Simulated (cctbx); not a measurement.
## Cu3GeMoO8 across an absorption edge

Space group Fdd2 (no. 43), a = 5.5730 Å, b = 9.0820 Å, c = 23.1010 Å, α = 90.00°, β = 90.00°, γ = 90.00°.

```
atom  mult.       x       y       z  Ueq (Å²)
 Mo1      8       0       0  0.7400    0.0089
 Ge1      8     1/4     3/4  0.6346    0.0095
 Cu1      8     1/4     1/4  0.7363    0.0112
 Cu2      8     1/4     3/4  0.7975    0.0092
 Cu3      8     1/2       0  0.7959    0.0100
  O1     16  0.3828  0.3698  0.7897    0.0136
  O2     16  0.3124  0.8886  0.7396    0.0137
  O3     16  0.8838  0.8704  0.6839    0.0166
  O4     16  0.3348  0.8836  0.8469    0.0129
```

The model was made for the exercise: a known structure type with other elements put in, its volume estimated, not relaxed; displacement parameters are assumed.

Calculated with cctbx: free-atom f′ and f″ from the Sasaki tables, no fine structure; amplitudes in electrons.

How do |F(hkl)| and |F(−h−k−l)| change across the Mo K edge?

```text
E (eV)    f'(Mo)   f''           |F|2 0 2        |F|1 1 3        |F|3 1 3        |F|2 2 4
  19400   -3.07   0.57      167.9/ 172.7    185.7/ 188.4     73.4/  76.0    358.0/ 366.7
  19750   -3.86   0.55      170.5/ 174.4    181.2/ 183.9     69.1/  71.7    353.6/ 361.8
  19880   -4.56   0.54      172.9/ 176.0    177.3/ 180.0     65.4/  67.9    349.7/ 357.7
  19940   -5.23   0.54      175.3/ 177.7    173.6/ 176.2     61.8/  64.3    346.0/ 353.8
  19970   -5.90   0.54      177.9/ 179.6    169.8/ 172.4     58.2/  60.7    342.4/ 349.9
  19985   -6.57   0.54      180.5/ 181.6    166.1/ 168.7     54.7/  57.2    338.8/ 346.1
  19992   -7.17   0.54      183.0/ 183.4    162.7/ 165.3     51.5/  54.0    335.6/ 342.7
  19996   -7.82   0.54      185.8/ 185.6    159.1/ 161.7     48.0/  50.5    332.1/ 339.0
  20004   -8.16   3.69      208.1/ 165.1    157.9/ 160.6     49.1/  50.5    348.7/ 320.6
  20008   -7.36   3.69      205.0/ 162.0    162.3/ 165.1     53.1/  54.6    352.7/ 325.3
  20015   -6.66   3.69      202.4/ 159.5    166.2/ 169.0     56.7/  58.2    356.2/ 329.5
  20030   -5.93   3.69      199.8/ 157.0    170.3/ 173.0     60.4/  62.0    359.9/ 333.9
  20060   -5.21   3.68      197.3/ 154.8    174.3/ 177.1     64.1/  65.8    363.6/ 338.2
  20150   -4.25   3.64      194.1/ 152.2    179.6/ 182.4     69.1/  70.8    368.5/ 344.1
  20400   -3.21   3.56      190.7/ 150.1    185.4/ 188.1     74.4/  76.1    373.7/ 350.7
```

The edge is at 20000 eV. f′ of Mo falls from -4.6 e at 19880 eV to -7.8 e at 4 eV below it, and f″ steps from 0.54 to 3.69 e across it. Over that approach |F| changes by +7 % (2 0 2), -10 % (1 1 3), -27 % (3 1 3) and -5 % (2 2 4): a reflection falls where Mo scatters in phase with the total and rises where it scatters against it; it hardly moves where the Mo term is small or cancels by symmetry or lies in quadrature to the total. The f″ term interferes with the normal scattering with opposite sign for the two Friedel mates. The largest Friedel difference in the scan is 24.2 % of the mean (2 0 2, at 20150 eV).

[Logs are printed without paths, hosts, clocks, repeated set-up lines and the standing remarks that a program may print on its own settings, such as how far it seeks lower states.]
